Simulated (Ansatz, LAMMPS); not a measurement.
# Static equation of state of glassy 29TiO2-71Al2O3 (mol %) (137 atoms)

Density of this cell: 3.48 g/cm³. The cell holds 137 atoms: 9 Ti, 44 Al and 84 O. Its edges and angles: a = 10.833 Å, b = 11.302 Å, c = 11.560 Å, α = 89.3°, β = 92.2°, γ = 91.4°. The starting structure: 137 atoms (9 Ti, 44 Al, 84 O) placed at random at 3.12 g/cm³, melted at 4000 K for 10 ps at fixed volume with the Morse and Coulomb pair potential with partial charges (Pedone, Malavasi, Menziani, Cormack and Segre, J. Phys. Chem. B 110, 11780 (2006)). Quenched from 4000 K to 300 K at 100 K/ps and fixed volume, held 10 ps at zero pressure.

Calculated with Ansatz 0.2.0: Kohn-Sham DFT, LDA, PAW (set soft_1), plane waves; PAW set soft_1; cutoff 420 eV, Γ point, fixed occupations. Cell and atoms were relaxed first, to V0 = 10.320 Å³ an atom at a residual P0 = -0.004 GPa. The cell was then scaled evenly, and the atoms were relaxed at each volume.

| volume (Å³/atom) | pressure (GPa) |
| --- | --- |
| 9.7010 | 8.885 |
| 10.011 | ? |
| 10.630 | -3.599 |
| 10.939 | -6.262 |

Task: Fit the third-order Birch–Murnaghan equation to the rows given and interpolate to the withheld row.

Worked fit:

Take the Eulerian strain f = ½[(V0/V)^(2/3) − 1] and the normalised pressure F = (P − P0) / [3f(1 + 2f)^(5/2)]. The third-order Birch–Murnaghan equation is then the line F = B0 + (3/2)B0(B′ − 4) f, so u = f and v = F.

```
      u = f  v = F (GPa)
  0.0210561      126.940
-0.00975648      129.015
 -0.0190507      120.670
```

With n = 3: mean u = -0.00258371, mean v = 125.542, Σ(u − ū)² = 8.814e-4, Σ(u − ū)(v − v̄) = 0.088374. Slope b = 0.088374 / 8.814e-4 = 100.26; intercept a = v̄ − b ū = 125.80.

So B0 = a = 126 GPa and B′ = 4 + 2b/(3a) = 4.53. At the withheld volume f = 0.01026, F = a + b f = 126.8 GPa, and P = P0 + 3f(1 + 2f)^(5/2) F.

Prediction at 10.011: 4.102 GPa. The run gave 4.298 GPa, so the fit is low by 0.20 GPa (4.6 % of the value).

The series isn't one smooth equation of state: even a line fitted to all rows, the withheld one included, misses F by up to 3.0 %, the count of bonds changes along the series and an atom moves over 0.5 Å in some relaxation. B0 and B′ are then only the numbers of this fit, not moduli of the material. Among the rows given, the largest miss of the fit is at 10.939, by 0.17 GPa (1.1 % of the range of the table).

Limits: Static cells at zero temperature; the cell shape is held. The program notes that the SCF threshold of these relaxations is loose for the stress. The quench rate of 100 K/ps is many orders above laboratory rates, so the cell is likely richer in defects and strain than a real sample. The network of bonds at the start is that of the classical potential that made the cell, and needn't be the one that DFT or experiment would give. Only the Γ point is sampled, in a cell whose shortest periodic width is 11 Å.

[Long decimals in the printed logs are rounded to 6 places.]

[Logs are printed without paths, hosts, clocks, repeated set-up lines and the standing remarks that a program may print on its own settings, such as how far it seeks lower states.]

[Hosts, paths, dates, database ids (printed as entryN), source tags and the programs' standing remarks are cut or masked in the printed files.]
